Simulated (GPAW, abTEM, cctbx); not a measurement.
# CdCo6As2: the scripts behind a bonding study

Short scripts, each with its output. The start was made by putting kin elements into a known structure type; the compound need not exist, or be stable, in this form.

**1. Build the all-electron density and subtract free atoms**

```text
cell
1.0
     3.926316950    0.000000000    0.000000000
     0.000000000    3.926316950    0.000000000
     0.000000000    0.000000000    7.952022810
Cd As Co
1 2 6
Direct
0.000000000 0.000000000 0.000000000
0.500000000 0.500000000 0.842478950
0.500000000 0.500000000 0.157521050
0.000000000 0.000000000 0.500000000
0.500000000 0.500000000 0.500000000
0.500000000 0.000000000 0.687680420
0.000000000 0.500000000 0.687680420
0.500000000 0.000000000 0.312319580
0.000000000 0.500000000 0.312319580
```

```python
import numpy as np
from ase.io import read
from ase.units import Bohr
from gpaw import GPAW, PW, FermiDirac
from gpaw.calculator import GPAW as OldGPAW
from gpaw.mpi import serial_comm, world
from scipy.special import erfc
from scipy.spatial import cKDTree

atoms = read("cell.vasp")
atoms.set_initial_magnetic_moments([0, 0, 0, 2, 2, 2, 2, 2, 2])
atoms.calc = GPAW(mode=PW(450), xc="PBE", kpts={"size": (6, 6, 3), "gamma": True},
                 occupations=FermiDirac(0.1), maxiter=120, symmetry={"tolerance": 1e-5}, txt="scf.txt")
atoms.get_potential_energy()
rho = atoms.calc.get_all_electron_density(gridrefinement=2)
moments = atoms.get_magnetic_moments() if atoms.calc.get_number_of_spins() == 2 else np.zeros(len(atoms))
total = atoms.get_magnetic_moment() if moments.any() else 0.0
if world.rank == 0:
    free = OldGPAW(mode=PW(450), xc="PBE", txt=None, communicator=serial_comm)
    neutral = atoms.copy()
    neutral.set_initial_magnetic_moments(None)
    free.initialize(neutral)
    free.set_positions(neutral)
    drho = rho - free.get_all_electron_density(gridrefinement=2)
    # GPAW starts from confined atoms: exchange their smooth part for that of the datasets' free atoms
    h = np.stack(np.meshgrid(*[np.fft.fftfreq(n, 1 / n) for n in drho.shape], indexing="ij"), -1)
    gabs = np.linalg.norm(h @ atoms.cell.reciprocal(), axis=-1)
    tails = np.fft.fftn(free.get_pseudo_density(gridrefinement=2))
    g, form, v0 = np.linspace(0, gabs.max(), 1500), {}, 0
    for e in set(atoms.symbols):
        idx = atoms.symbols.search(e)
        d = free.setups[idx[0]].data
        r, w = d.rgd.r_g * Bohr, d.rgd.r_g**2 * d.rgd.dr_g
        j0 = np.sinc(2 * g[:, None] * r)
        smooth = sum(f * p**2 for f, p in zip(d.f_j, d.phit_jg)) + np.sqrt(4 * np.pi) * d.nct_g
        full = sum(f * p**2 for f, p in zip(d.f_j, d.phi_jg)) + np.sqrt(4 * np.pi) * d.nc_g
        phase = sum(np.exp(-2j * np.pi * h @ s) for s in atoms.get_scaled_positions()[idx])
        tails -= np.interp(gabs, g, j0 @ (smooth * w)) * phase * drho.size / atoms.get_volume()
        form[e] = j0 @ (full * w)
        v0 += 2 * np.pi / 3 * 14.3996 * (full * w * r**2).sum() * len(idx)  # V A^3
    tails *= 0.5 * erfc((gabs - 1.8) / 0.25)  # the tails differ at long wavelengths alone
    drho += np.fft.ifftn(tails).real  # crystal minus superposed spherical free atoms
    np.save("drho.npy", drho)
    dv = atoms.get_volume() / drho.size
    print("grid", drho.shape, " electrons %.3f" % (rho.sum() * dv), " moved by bonding %.3f e" % (abs(drho).sum() * dv / 2))
    pts = np.indices(drho.shape).reshape(3, -1).T / drho.shape @ atoms.cell
    shifts = (np.indices((3, 3, 3)).reshape(3, -1).T - 1) @ atoms.cell
    images = (atoms.positions[None] + shifts[:, None]).reshape(-1, 3)
    dist, idx = cKDTree(images).query(pts, k=4)
    out = drho.ravel()[dist[:, 0] > 0.5]
    print("deformation density beyond 0.5 A of the nuclei: max %.3f, min %.3f e/A^3" % (out.max(), out.min()))
    tie = dist < dist[:, :1] + 1e-4
    q = -np.bincount((idx % len(atoms))[tie], (drho.ravel()[:, None] / tie.sum(1, keepdims=True) * tie)[tie], len(atoms)) * dv
    print("atom        x       y       z   Voronoi charge  moment")
    for a, s, c, m in zip(atoms, atoms.get_scaled_positions(), q, moments):
        print("%-2s%-3d %7.4f %7.4f %7.4f %10.3f %10.2f" % (a.symbol, a.index + 1, *s, c, m))
    np.savez("free.npz", g=g, **form)
    print("mean inner potential of superposed free atoms %.3f V" % (v0 / atoms.get_volume()))
    print("total magnetic moment %.3f muB" % total)
```

```console
$ OMP_NUM_THREADS=1 mpirun -n 4 gpaw python run.py > gpaw.log
```

```text
grid (40, 40, 80)  electrons 276.000  moved by bonding 1.315 e
deformation density beyond 0.5 A of the nuclei: max 0.247, min -0.113 e/A^3
atom        x       y       z   Voronoi charge  moment
Cd1    0.0000  0.0000  0.0000      0.451      -0.00
As2    0.5000  0.5000  0.8425     -0.000      -0.02
As3    0.5000  0.5000  0.1575     -0.000      -0.02
Co4    0.0000  0.0000  0.5000      0.001       1.99
Co5    0.5000  0.5000  0.5000     -0.010       1.67
Co6    0.5000  0.0000  0.6877     -0.110       1.20
Co7    0.0000  0.5000  0.6877     -0.110       1.20
Co8    0.5000  0.0000  0.3123     -0.110       1.20
Co9    0.0000  0.5000  0.3123     -0.110       1.20
mean inner potential of superposed free atoms 24.563 V
total magnetic moment 8.094 muB
```

Time: 41 s on 4 cores of Arm Neoverse V2 (shared host), peak memory 0.95 GiB.

**2. Fourier-transform the difference**

```python
from cctbx import adptbx, crystal, miller, xray
from cctbx.eltbx import tiny_pse
import numpy as np

cs = crystal.symmetry(unit_cell=(3.9263, 3.9263, 7.952, 90, 90, 90), space_group_symbol='Hall: -P 4 2')  # P4/mmm
atoms = [  # label, site, U (iso, or U11 U22 U33 U12 U13 U23 in A^2), occupancy
    ("Cd1", (0, 0, 0), 0.0000, 1),
    ("As1", (0.5, 0.5, 0.84248), 0.0000, 1),
    ("Co1", (0, 0, 0.5), 0.0000, 1),
    ("Co2", (0.5, 0.5, 0.5), 0.0000, 1),
    ("Co3", (0.5, 0, 0.68768), 0.0000, 1),
]
xs = xray.structure(crystal_symmetry=cs)
for label, site, u, occ in atoms:
    u = adptbx.u_cif_as_u_star(cs.unit_cell(), u) if isinstance(u, tuple) else u
    xs.add_scatterer(xray.scatterer(label, site=site, u=u, occupancy=occ))
xs.scattering_type_registry(table="wk1995")
drho = np.load("drho.npy")
T = np.array([[1, 0, 0], [0, 1, 0], [0, 0, 1]])  # conventional axes in terms of the primitive ones
dF = np.fft.ifftn(drho) * 122.58810  # electrons a conventional cell, indexed by primitive hkl
ms = miller.build_set(cs, anomalous_flag=False, d_min=0.9).sort("resolution")
iam = ms.structure_factors_from_scatterers(xs, algorithm="direct").f_calc()
p1 = xs.expand_to_p1()
z = np.array([tiny_pse.table(sc.scattering_type).atomic_number() for sc in p1.scatterers()])
x = np.array(p1.sites_frac())
free = np.load("free.npz")
print("static structure factors of the conventional cell: F in electrons, V (Mott-Bethe) in volts")
print("   h  k  l      d  |F| table  |F| free   |F| DFT   change   |V| free  |V| DFT  change %")
for h, d, table in list(zip(ms.indices(), ms.d_spacings().data(), iam.data()))[:16]:
    df = dF[tuple(np.rint(np.linalg.solve(T, h)).astype(int))]
    phase = np.exp(2j * np.pi * x @ h)
    f = sum(np.interp(1 / d, free["g"], free[sc.scattering_type]) * p for sc, p in zip(p1.scatterers(), phase))
    fz = (z * phase).sum()
    c = 14.3996 * d * d / (np.pi * cs.unit_cell().volume())
    v0, v1 = abs(fz - f) * c, abs(fz - f - df) * c
    print("%4d%3d%3d %7.4f %9.3f %9.3f %9.3f %8.3f %9.3f %8.3f %8s" % (h + (d, abs(table), abs(f), abs(f + df), abs(f + df) - abs(f), v0, v1, "%.1f" % (100 * (v1 / v0 - 1)) if v0 > 0.02 else "-")))
```

```console
$ python run.py
```

```text
static structure factors of the conventional cell: F in electrons, V (Mott-Bethe) in volts
   h  k  l      d  |F| table  |F| free   |F| DFT   change   |V| free  |V| DFT  change %
   0  0  1  7.9520    10.035    10.098    10.624    0.526     2.105    0.861    -59.1
   0  0  2  3.9760     0.147     0.156     0.343    0.188     0.545    0.251    -54.1
   1  0  0  3.9263    15.336    15.326    15.572    0.246     1.541    1.400     -9.2
   1  0  1  3.5205    10.945    10.939    10.767   -0.173     0.386    0.466     20.7
   1  0  2  2.7937    61.702    61.692    61.604   -0.088     3.658    3.684      0.7
   1  1  0  2.7763    50.565    50.692    50.253   -0.439     2.682    2.809      4.7
   0  0  3  2.6507    23.386    23.196    23.251    0.054     1.424    1.410     -1.0
   1  1  1  2.6212    58.533    58.549    58.530   -0.019     3.313    3.318      0.1
   1  1  2  2.2763   116.199   115.651   115.870    0.220     7.103    7.060     -0.6
   1  0  3  2.1969    86.925    86.858    86.797   -0.061     4.721    4.732      0.2
   0  0  4  1.9880    41.602    41.345    41.280   -0.065     2.363    2.372      0.4
   2  0  0  1.9632   199.475   198.669   198.584   -0.085    11.143   11.156      0.1
   1  1  3  1.9172   120.096   119.436   119.225   -0.211     7.040    7.069      0.4
   2  0  1  1.9059     5.224     4.913     4.861   -0.052     0.825    0.832      0.9
   1  0  4  1.7736    66.134    66.017    65.915   -0.103     3.192    3.204      0.4
   2  0  2  1.7603     0.406     0.480     0.569    0.089     0.144    0.155      7.2
```

Time: 0.33 s on 1 core of Arm Neoverse V2 (shared host), peak memory 0.07 GiB.

**3. Propagate a plane wave with and without the bonding term**

```python
import abtem
import numpy as np
from ase.build import make_supercell
from ase.io import read

abtem.config.set({"dask.lazy": False, "fft": "fftw", "diagnostics.progress_bar": False})
M = [[0, 1, 0], [0, 0, 1], [1, 0, 0]]  # rows: x, y and beam direction in the primitive cell's axes
unit = make_supercell(read("cell.vasp"), M)
unit.set_cell(list(unit.cell.lengths()) + [90, 90, 90], scale_atoms=True)
unit.positions[:, 2] += 0.4908  # keeps atomic planes off the slice boundaries
unit.wrap()
slab = unit * (1, 1, 156)
print(slab.get_chemical_formula(), "| box %.2f x %.2f x %.2f A" % tuple(slab.cell.lengths()))

# change of the potential by bonding, from the DFT deformation density (Poisson's equation term by term)
drho = np.load("drho.npy")
prim = read("cell.vasp")
h = np.stack(np.meshgrid(*[np.fft.fftfreq(n, 1 / n) for n in drho.shape], indexing="ij"), -1).reshape(-1, 3).astype(int)
g2 = ((h @ prim.cell.reciprocal()) ** 2).sum(1)
keep = (g2 > 0) & (g2 < 2.5**2)
shape = (113, 228, 24)
vg = np.zeros(shape, complex)
hm = h[keep] @ np.array(M).T
move = np.exp(-2j * np.pi * hm[:, 2] * (0.4908 / unit.cell[2, 2] - 0.5 / shape[2]))  # the same shift, sampled at mid-points
vg[tuple(hm.T % np.array(shape)[:, None])] = -14.3996 / np.pi * (np.fft.fftn(drho).ravel() / drho.size)[keep] / g2[keep] * move
dV = np.fft.ifftn(vg).real * vg.size
dV = dV.reshape(113, 228, 4, 6).mean(3) * unit.cell[2, 2] / 4  # V A, projected in each slice
dV = np.tile(dV.transpose(2, 0, 1), (156, 1, 1))


def build(atoms):
    p = abtem.Potential(atoms, gpts=(113, 228), slice_thickness=[slab.cell[2, 2] / 624] * 624,
                        parametrization="lobato", projection="infinite", exit_planes=52).build()
    p.array[:] += BONDING * dV
    return p


def potentials():
    yield build(slab)  # atoms at rest


for label, BONDING in (("IAM", 0.0), ("DFT", 1.0)):
    print("=====", label)
    potential = build(slab)
    print("grid", potential.gpts, "slices", potential.num_slices)
    thickness = potential.exit_thicknesses
    wave = abtem.PlaneWave(energy=200000)
    dp = np.mean([wave.multislice(p).diffraction_patterns(max_angle="valid").array for p in potentials()], axis=0)
    hkl = [(0, 0, 0), (0, 0, 1), (0, 0, 2), (0, 1, 0), (0, 1, 1), (0, 1, 2), (0, 0, 3)]
    nx, ny = dp.shape[-2:]
    print("intensity of each beam, fraction of the incident wave")
    print("  t (A)" + "".join("%9s" % " ".join(map(str, h)) for h in hkl) + "  diffuse    total")
    grid = np.zeros((nx, ny), bool)
    grid[nx // 2 % 1::1, ny // 2 % 1::1] = True
    for t, a in list(zip(thickness, dp))[1:]:
        idx = [np.rint(np.array(M) @ np.linalg.solve([[1, 0, 0], [0, 1, 0], [0, 0, 1]], h)).astype(int) for h in hkl]
        print("%7.1f" % t + "".join("%9.5f" % a[nx // 2 + i[0] * 1, ny // 2 + i[1] * 1] for i in idx) + "%9.4f%9.4f" % (a[~grid].sum(), a.sum()))
```

```console
$ python run.py
```

```text
As312Cd156Co936 | box 3.93 x 7.95 x 612.51 A
===== IAM
grid (113, 228) slices 624
intensity of each beam, fraction of the incident wave
  t (A)    0 0 0    0 0 1    0 0 2    0 1 0    0 1 1    0 1 2    0 0 3  diffuse    total
   51.0  0.31281  0.01848  0.00437  0.00643  0.00122  0.00248  0.00012   0.0000   0.9914
  102.1  0.58512  0.01689  0.00212  0.00149  0.00047  0.00036  0.00315   0.0000   0.9815
  153.1  0.64089  0.00057  0.00093  0.00508  0.00120  0.00258  0.00152   0.0000   0.9754
  204.2  0.34022  0.02322  0.00441  0.00446  0.00087  0.00028  0.00494   0.0000   0.9645
  255.2  0.59430  0.01241  0.00309  0.00217  0.00192  0.00047  0.00261   0.0000   0.9580
  306.3  0.46000  0.00438  0.00311  0.00686  0.00219  0.00155  0.00486   0.0000   0.9497
  357.3  0.39159  0.02359  0.00592  0.00232  0.00107  0.00000  0.00348   0.0000   0.9394
  408.3  0.55179  0.00093  0.00532  0.00456  0.00479  0.00048  0.00095   0.0000   0.9336
  459.4  0.39469  0.01367  0.00190  0.00621  0.00007  0.00044  0.00441   0.0000   0.9270
  510.4  0.42718  0.00919  0.00794  0.00327  0.00568  0.00081  0.00020   0.0000   0.9204
  561.5  0.48675  0.00721  0.00165  0.00839  0.00091  0.00064  0.00154   0.0000   0.9164
  612.5  0.35735  0.00978  0.00375  0.01007  0.00274  0.00399  0.00158   0.0000   0.9106
===== DFT
grid (113, 228) slices 624
intensity of each beam, fraction of the incident wave
  t (A)    0 0 0    0 0 1    0 0 2    0 1 0    0 1 1    0 1 2    0 0 3  diffuse    total
   51.0  0.32214  0.01412  0.00425  0.00652  0.00127  0.00229  0.00015   0.0000   0.9915
  102.1  0.53847  0.03659  0.00377  0.00184  0.00053  0.00028  0.00365   0.0000   0.9816
  153.1  0.61613  0.01150  0.00192  0.00421  0.00137  0.00223  0.00152   0.0000   0.9752
  204.2  0.29805  0.03526  0.00786  0.00629  0.00156  0.00024  0.00635   0.0000   0.9644
  255.2  0.44914  0.07986  0.00816  0.00213  0.00226  0.00014  0.00219   0.0000   0.9580
  306.3  0.39538  0.02376  0.00806  0.00825  0.00371  0.00087  0.00539   0.0000   0.9492
  357.3  0.21598  0.09857  0.01150  0.00603  0.00090  0.00074  0.00254   0.0000   0.9394
  408.3  0.33554  0.08059  0.01315  0.00647  0.00648  0.00066  0.00089   0.0000   0.9338
  459.4  0.22207  0.08440  0.00480  0.00946  0.00074  0.00177  0.00206   0.0000   0.9267
  510.4  0.14377  0.12142  0.01293  0.01179  0.00561  0.00714  0.00047   0.0000   0.9210
  561.5  0.19905  0.12228  0.00409  0.00668  0.00314  0.00450  0.00050   0.0000   0.9181
  612.5  0.08188  0.12646  0.00356  0.02016  0.00268  0.01074  0.00119   0.0000   0.9112
```

Time: 14 s.

[Outputs are excerpts: Python notices, other lines and further rows are left out; steps that failed or that the build refused (PBEsol, TPSS) are not shown.]

[Logs are printed without paths, hosts, clocks, repeated set-up lines and the standing remarks that a program may print on its own settings, such as how far it seeks lower states.]
